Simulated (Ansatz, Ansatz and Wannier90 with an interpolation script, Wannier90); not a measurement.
Planning a run of Ansatz 0.2.0 on BaTiO3 (P4mm). The input:

```yaml
crystal:
  lattice:
    - [3.9998, 0.0, 0.0]
    - [0.0, 3.9998, 0.0]
    - [0.0, 0.0, 4.018]
  atoms:
    - { symbol: Ba, position: [0.0, 0.0, 0.0] }
    - { symbol: Ti, position: [0.5, 0.5, 0.49] }
    - { symbol: O, position: [0.5, 0.5, 0.019] }
    - { symbol: O, position: [0.5, 0.0, 0.517] }
    - { symbol: O, position: [0.0, 0.5, 0.517] }
kpoints:
  mp_grid: { grid: [4, 4, 4] }
hamiltonian:
  xc: lda
scf:
  occupations: { method: fixed }
gw:
  n_empty_bands: 268
  ecut_chi: 150.0
  qp_bands: [v9, c5]
  screening: { model: contour_deformation }
```

The database entry behind the starting cell differs from later determinations by our own check (c/a about 0.6 % short), so it need not match the best structure at ambient conditions.

```sh
ansatz run input.yaml --threads 8 --pin off --max-ram 18432MiB --backend cpu --events-out ev --progress --plain --runs-dir out
```

**Question.** How long will it take on 8 threads of Arm Neoverse V2, shared host, and how much memory?

It took 2.1 min; on shared hardware allow 62 s to 4.1 min. Peak host memory was 2.0 GiB. The sizes that set the cost: 1237 plane waves a state, 18 irreducible k points, 288 bands summed, 253 plane waves in the screening and 9 SCF cycles.

The screening grows as filled bands × empty bands × pairs of k points, times the square of the screening basis for the matrix.

[Paths, hosts, dates, memory and timing lines, banners, echoed tables and standing remarks are left out of the program output.]

[Logs are printed without paths, hosts, clocks, repeated set-up lines and the standing remarks that a program may print on its own settings, such as how far it seeks lower states.]

[Runs of the session that timed out or met a known fault of the program may be left out.]

[Hosts, paths, dates, database ids (printed as entryN), source tags and the programs' standing remarks are cut or masked in the printed files.]
